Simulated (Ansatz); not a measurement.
## A scaling study of G0W0 on TlAsF6 (R-3)

How does the cost of G0W0 grow with the cell? The test case is TlAsF6 (R-3).

Program: Ansatz 0.2.0. Level of theory: G0W0 on LDA, plane waves, PAW. Results are calculated unless marked as measured.

Most raw output is cut from this account.

## 1. The starting structure

Symmetry: R-3, No. 148, trigonal system. Conventional cell: a = 7.441 Å, b = 7.441 Å, c = 7.448 Å, α = 90.00°, β = 90.00°, γ = 120.00°. Tl has 6 F at 2.95 Å nearest. Nearest to As lie 6 F at 1.75 Å. F has 1 As at 1.75 Å nearest. Farther neighbours and most contacts between anions are not listed.

The cell and positions are those that the Materials Project relaxed with its own functionals (PBE, PBE+U or r2SCAN), kept fixed. Spin-orbit coupling is left out unless a step names it. The default PAW set here is soft_2. Its files were made with PBE.

## 2. 8 atoms (1×1×1 cells), 2×2×2 mesh

G0W0 replaces the xc potential by the self-energy, built once from these orbitals. Only a window of levels is corrected, while the sums run over the empty bands that the input names.

input.yaml reads:

```yaml
crystal:
  lattice:
    - [3.7207238988, 2.1481609445, 2.4827232757]
    - [-3.7207238988, 2.1481609445, 2.4827232757]
    - [0.0, -4.2963218891, 2.4827232757]
  atoms:
    - { symbol: Tl, position: [0.0, 0.0, 0.0] }
    - { symbol: As, position: [0.5, 0.5, 0.5] }
    - { symbol: F, position: [0.6980481, 0.78949823, 0.42303816] }
    - { symbol: F, position: [0.78949823, 0.42303816, 0.6980481] }
    - { symbol: F, position: [0.21050177, 0.57696184, 0.3019519] }
    - { symbol: F, position: [0.42303816, 0.6980481, 0.78949823] }
    - { symbol: F, position: [0.57696184, 0.3019519, 0.21050177] }
    - { symbol: F, position: [0.3019519, 0.21050177, 0.57696184] }
kpoints:
  mp_grid: { grid: [2, 2, 2] }
hamiltonian:
  xc: lda
scf:
  occupations: { method: fixed }
gw:
  n_empty_bands: 125
  ecut_chi: 60.0
  qp_bands: [v1, c1]
  qp_kpoints: band_edges
  screening: { model: contour_deformation }
```

Run with:

```
ansatz run input.yaml --threads 16 --pin off --max-ram 36864MiB --backend cpu --events-out ev --progress --plain --runs-dir out
```

Run time: 1.6 s. Hardware: 16 threads of Arm Neoverse V2, shared host; peak memory 0.58 GiB; 14 s of CPU time.

Numbers from this step:

| Property | Result |
| --- | --- |
| bands summed | 160 |
| RPA ε∞ on this mesh (eigenvalues) | 2.452, 2.452, 2.534 |
| plane waves in the screening matrix | 129 |
| q-points in the mesh | 8 |
| G0W0 gap on the mesh | 8.444 eV |
| k of the valence top | 0, -0.5, -0.5 |
| k of the conduction bottom | 0, 0, -0.5 |
| starting gap on the mesh | 4.681 eV |
| Z at the valence top | 0.8259 |
| Z at the conduction bottom | 0.8383 |
| least direct G0W0 gap on the computed points | 8.485 eV |

The gap on the mesh goes from 4.68 eV to 8.44 eV, a correction of +3.76 eV. Between the two edge states, bare exchange in place of the xc potential would open the gap by 8.88 eV, and correlation takes back 5.11 eV.

## 3. No symmetry, 2×2×2 mesh

input.yaml: that of step 2 with these lines changed.

```diff
@@ -14,2 +14,3 @@
     - { symbol: F, position: [0.3019519, 0.21050177, 0.57696184] }
+  symmetry: { detect: false }
 kpoints:
```

Elapsed: 3 s, on 16 threads; peak memory 0.85 GiB; 32 s of CPU time.

This step gave:

| Property | Result |
| --- | --- |
| bands summed | 160 |
| RPA ε∞ on this mesh (eigenvalues) | 2.452, 2.452, 2.534 |
| plane waves in the screening matrix | 129 |
| G0W0 gap on the mesh | 8.444 eV |
| k of the valence top | -0.5, 0, -0.5 |
| k of the conduction bottom | 0, 0, -0.5 |
| starting gap on the mesh | 4.681 eV |
| least direct G0W0 gap on the computed points | 8.485 eV |

Against the run with 2×2×2 mesh, 125 empty bands, screening to 60 eV, the gap moves by +0.000 eV.

## 4. 1 thread, 2×2×2 mesh

input.yaml: that of step 3 with these lines changed.

```diff
@@ -14,3 +14,2 @@
     - { symbol: F, position: [0.3019519, 0.21050177, 0.57696184] }
-  symmetry: { detect: false }
 kpoints:
```

Run with:

```
ansatz run input.yaml --threads 1 --pin off --max-ram 36864MiB --backend cpu --events-out ev --progress --plain --runs-dir out
```

Run time: 10 s. Hardware: 1 thread; peak memory 0.36 GiB.

This step gave:

```yaml
bands_summed: 160
rpa_eps_infinity_on_this_mesh_eigenvalues: 2.452, 2.452, 2.534
plane_waves_in_the_screening_matrix: 129
g0w0_gap_on_the_mesh: 8.444 eV
k_of_the_valence_top: 0, -0.5, -0.5
k_of_the_conduction_bottom: 0, 0, -0.5
starting_gap_on_the_mesh: 4.681 eV
least_direct_g0w0_gap_on_the_computed_points: 8.485 eV
```

Against the run with 2×2×2 mesh, 125 empty bands, screening to 60 eV, the gap moves by +0.000 eV.

## 5. 2 threads, 2×2×2 mesh

input.yaml is that of step 4.

Run with:

```
ansatz run input.yaml --threads 2 --pin off --max-ram 36864MiB --backend cpu --events-out ev --progress --plain --runs-dir out
```

Run time: 5.3 s. Hardware: 2 threads; peak memory 0.43 GiB; 10 s of CPU time.

(Unchanged from step 4.)

Against the run with 2×2×2 mesh, 125 empty bands, screening to 60 eV, the gap moves by +0.000 eV.

## 6. 4 threads, 2×2×2 mesh

input.yaml is that of step 5.

Run with:

```
ansatz run input.yaml --threads 4 --pin off --max-ram 36864MiB --backend cpu --events-out ev --progress --plain --runs-dir out
```

Run time: 3 s. Hardware: 4 threads; peak memory 0.57 GiB; 11 s of CPU time.

This step gave:

- bands summed: 160
- RPA ε∞ on this mesh (eigenvalues): 2.452, 2.452, 2.534
- plane waves in the screening matrix: 129
- G0W0 gap on the mesh: 8.444 eV
- k of the valence top: 0, -0.5, -0.5
- k of the conduction bottom: 0, 0, -0.5
- starting gap on the mesh: 4.681 eV
- least direct G0W0 gap on the computed points: 8.485 eV

Against the run with 2×2×2 mesh, 125 empty bands, screening to 60 eV, the gap moves by +0.000 eV.

## 7. 8 threads, 2×2×2 mesh

input.yaml is that of step 6.

Run with:

```
ansatz run input.yaml --threads 8 --pin off --max-ram 36864MiB --backend cpu --events-out ev --progress --plain --runs-dir out
```

Elapsed: 2.1 s, on 8 threads; peak memory 0.58 GiB.

This step gave:

- bands summed: 160
- RPA ε∞ on this mesh (eigenvalues): 2.452, 2.452, 2.534
- plane waves in the screening matrix: 129
- G0W0 gap on the mesh: 8.444 eV
- k of the valence top: 0, -0.5, -0.5
- k of the conduction bottom: 0, 0, -0.5
- starting gap on the mesh: 4.681 eV
- least direct G0W0 gap on the computed points: 8.485 eV

Against the run with 2×2×2 mesh, 125 empty bands, screening to 60 eV, the gap moves by +0.000 eV.

## 8. 16 atoms (2×1×1 cells), 1×2×2 mesh

input.yaml reads:

```yaml
crystal:
  lattice:
    - [7.4414477976, 4.296321889, 4.9654465514]
    - [-3.7207238988, 2.1481609445, 2.4827232757]
    - [0.0, -4.2963218891, 2.4827232757]
  atoms:
    - { symbol: Tl, position: [0.0, 0.0, 0.0] }
    - { symbol: As, position: [0.25, 0.5, 0.5] }
    - { symbol: F, position: [0.34902405, 0.78949823, 0.42303816] }
    - { symbol: F, position: [0.394749115, 0.42303816, 0.6980481] }
    - { symbol: F, position: [0.105250885, 0.57696184, 0.3019519] }
    - { symbol: F, position: [0.21151908, 0.6980481, 0.78949823] }
    - { symbol: F, position: [0.28848092, 0.3019519, 0.21050177] }
    - { symbol: F, position: [0.15097595, 0.21050177, 0.57696184] }
    - { symbol: Tl, position: [0.5, 0.0, 0.0] }
    - { symbol: As, position: [0.75, 0.5, 0.5] }
    - { symbol: F, position: [0.84902405, 0.78949823, 0.42303816] }
    - { symbol: F, position: [0.894749115, 0.42303816, 0.6980481] }
    - { symbol: F, position: [0.605250885, 0.57696184, 0.3019519] }
    - { symbol: F, position: [0.71151908, 0.6980481, 0.78949823] }
    - { symbol: F, position: [0.78848092, 0.3019519, 0.21050177] }
    - { symbol: F, position: [0.65097595, 0.21050177, 0.57696184] }
kpoints:
  mp_grid: { grid: [1, 2, 2] }
hamiltonian:
  xc: lda
scf:
  occupations: { method: fixed }
gw:
  n_empty_bands: 250
  ecut_chi: 60.0
  qp_bands: [v1, c1]
  qp_kpoints: band_edges
  screening: { model: contour_deformation }
```

Run with:

```
ansatz run input.yaml --threads 16 --pin off --max-ram 36864MiB --backend cpu --events-out ev --progress --plain --runs-dir out
```

Run time: 6.4 s. Hardware: 16 threads; peak memory 1.5 GiB; 75 s of CPU time.

This step gave:

```
bands summed                                 : 320
RPA ε∞ on this mesh (eigenvalues)            : 2.452, 2.452, 2.534
plane waves in the screening matrix          : 251
G0W0 gap on the mesh                         : 8.443 eV
k of the valence top                         : 0, -0.5, -0.5
k of the conduction bottom                   : 0, 0, -0.5
starting gap on the mesh                     : 4.681 eV
least direct G0W0 gap on the computed points : 8.443 eV
```

The gap on the mesh goes from 4.68 eV to 8.44 eV, a correction of +3.76 eV. Between the two edge states, bare exchange in place of the xc potential would open the gap by 8.88 eV, and correlation takes back 5.11 eV.

## 9. 32 atoms (2×2×1 cells), 1×1×2 mesh

input.yaml reads:

```yaml
crystal:
  lattice:
    - [7.4414477976, 4.296321889, 4.9654465514]
    - [-7.4414477976, 4.296321889, 4.9654465514]
    - [0.0, -4.2963218891, 2.4827232757]
  atoms:
    - { symbol: Tl, position: [0.0, 0.0, 0.0] }
    - { symbol: As, position: [0.25, 0.25, 0.5] }
    - { symbol: F, position: [0.34902405, 0.394749115, 0.42303816] }
    - { symbol: F, position: [0.394749115, 0.21151908, 0.6980481] }
    - { symbol: F, position: [0.105250885, 0.28848092, 0.3019519] }
    - { symbol: F, position: [0.21151908, 0.34902405, 0.78949823] }
    - { symbol: F, position: [0.28848092, 0.15097595, 0.21050177] }
    - { symbol: F, position: [0.15097595, 0.105250885, 0.57696184] }
[... 20 atom lines left out ...]
    - { symbol: F, position: [0.605250885, 0.78848092, 0.3019519] }
    - { symbol: F, position: [0.71151908, 0.84902405, 0.78949823] }
    - { symbol: F, position: [0.78848092, 0.65097595, 0.21050177] }
    - { symbol: F, position: [0.65097595, 0.605250885, 0.57696184] }
kpoints:
  mp_grid: { grid: [1, 1, 2] }
hamiltonian:
  xc: lda
scf:
  occupations: { method: fixed }
gw:
  n_empty_bands: 500
  ecut_chi: 60.0
  qp_bands: [v1, c1]
  qp_kpoints: band_edges
  screening: { model: contour_deformation }
```

Run time: 22 s. Hardware: 16 threads; peak memory 2.9 GiB.

Numbers from this step:

* bands summed: 640
* RPA ε∞ on this mesh (eigenvalues): 2.452, 2.452, 2.534
* plane waves in the screening matrix: 505
* G0W0 gap on the mesh: 8.443 eV
* k of the valence top: 0, 0, -0.5
* k of the conduction bottom: 0, 0, -0.5
* starting gap on the mesh: 4.681 eV
* least direct G0W0 gap on the computed points: 8.443 eV

The gap on the mesh goes from 4.68 eV to 8.44 eV, a correction of +3.76 eV. Between the two edge states, bare exchange in place of the xc potential would open the gap by 8.87 eV, and correlation takes back 5.11 eV.

## 10. 64 atoms (2×2×2 cells), 1×1×1 mesh

input.yaml reads:

```yaml
crystal:
  lattice:
    - [7.4414477976, 4.296321889, 4.9654465514]
    - [-7.4414477976, 4.296321889, 4.9654465514]
    - [0.0, -8.5926437782, 4.9654465514]
  atoms:
    - { symbol: Tl, position: [0.0, 0.0, 0.0] }
    - { symbol: As, position: [0.25, 0.25, 0.25] }
    - { symbol: F, position: [0.34902405, 0.394749115, 0.21151908] }
    - { symbol: F, position: [0.394749115, 0.21151908, 0.34902405] }
    - { symbol: F, position: [0.105250885, 0.28848092, 0.15097595] }
    - { symbol: F, position: [0.21151908, 0.34902405, 0.394749115] }
    - { symbol: F, position: [0.28848092, 0.15097595, 0.105250885] }
    - { symbol: F, position: [0.15097595, 0.105250885, 0.28848092] }
[... 52 atom lines left out ...]
    - { symbol: F, position: [0.605250885, 0.78848092, 0.65097595] }
    - { symbol: F, position: [0.71151908, 0.84902405, 0.894749115] }
    - { symbol: F, position: [0.78848092, 0.65097595, 0.605250885] }
    - { symbol: F, position: [0.65097595, 0.605250885, 0.78848092] }
kpoints:
  mp_grid: { grid: [1, 1, 1] }
hamiltonian:
  xc: lda
scf:
  occupations: { method: fixed }
gw:
  n_empty_bands: 1000
  ecut_chi: 60.0
  qp_bands: [v1, c1]
  qp_kpoints: band_edges
  screening: { model: contour_deformation }
```

Elapsed: 57 s, on 16 threads; peak memory 6.4 GiB; 14 min of CPU time.

Numbers from this step:

| Property | Result |
| --- | --- |
| bands summed | 1280 |
| RPA ε∞ on this mesh (eigenvalues) | 2.452, 2.452, 2.534 |
| plane waves in the screening matrix | 1021 |
| G0W0 gap on the mesh | 8.443 eV |
| k of the valence top | 0, 0, 0 |
| k of the conduction bottom | 0, 0, 0 |
| starting gap on the mesh | 4.681 eV |
| least direct G0W0 gap on the computed points | 8.443 eV |

The gap on the mesh goes from 4.68 eV to 8.44 eV, a correction of +3.76 eV. Between the two edge states, bare exchange in place of the xc potential would open the gap by 8.87 eV, and correlation takes back 5.11 eV.

## 11. The runs together

A supercell on the folded mesh samples the same points as the primitive cell, so the gap should stay. Times are wall times on shared hardware, named with each run.

```csv
run,mesh,irreducible k,bands,screening plane waves,threads,gap (eV),time,CPU time,host memory (GiB)
8 atoms (1×1×1 cells),2×2×2,4,160,129,16,8.444,1.6 s,14 s,0.58
no symmetry,2×2×2,8,160,129,16,8.444,3 s,32 s,0.85
1 thread,2×2×2,4,160,129,1,8.444,10 s,10 s,0.36
2 threads,2×2×2,4,160,129,2,8.444,5.3 s,10 s,0.43
4 threads,2×2×2,4,160,129,4,8.444,3 s,11 s,0.57
8 threads,2×2×2,4,160,129,8,8.444,2.1 s,12 s,0.58
16 atoms (2×1×1 cells),1×2×2,4,320,251,16,8.443,6.4 s,75 s,1.5
32 atoms (2×2×1 cells),1×1×2,2,640,505,16,8.443,22 s,4.1 min,2.9
64 atoms (2×2×2 cells),1×1×1,1,1280,1021,16,8.443,57 s,14 min,6.4
```

## 12. Outcome

```yaml
8_atoms_1x1x1_cells: 1.6 s, gap 8.44 eV
no_symmetry: 3 s, gap 8.44 eV
1_thread: 10 s, gap 8.44 eV
2_threads: 5.3 s, gap 8.44 eV
4_threads: 3 s, gap 8.44 eV
8_threads: 2.1 s, gap 8.44 eV
16_atoms_2x1x1_cells: 6.4 s, gap 8.44 eV
32_atoms_2x2x1_cells: 22 s, gap 8.44 eV
64_atoms_2x2x2_cells: 57 s, gap 8.44 eV
```

What this shows: From 8 to 64 atoms the gap stays within 0.001 eV, while the time grows 35-fold. Over the last step it grows as about the power 1.4 of the size; fewer k points offset part of the fourth-power cost of the screening. Without symmetry the mesh holds 8 points in place of 4, the time changes by less than twofold and the gap changes by +0.000 eV. Going from 1 to 16 threads speeds the run 6.1-fold, an efficiency of about 38 %. The host was shared, so single times are good to a factor of about two.

[Paths, hosts, dates, memory and timing lines, banners, echoed tables and standing remarks are left out of the program output.]

[Logs are printed without paths, hosts, clocks, repeated set-up lines and the standing remarks that a program may print on its own settings, such as how far it seeks lower states.]

[Runs of the session that timed out or met a known fault of the program may be left out.]

[Cells called generated may have been cut or substituted from an entry of the Crystallography Open Database or the Materials Project.]

[Hosts, paths, dates, database ids (printed as entryN), source tags and the programs' standing remarks are cut or masked in the printed files.]
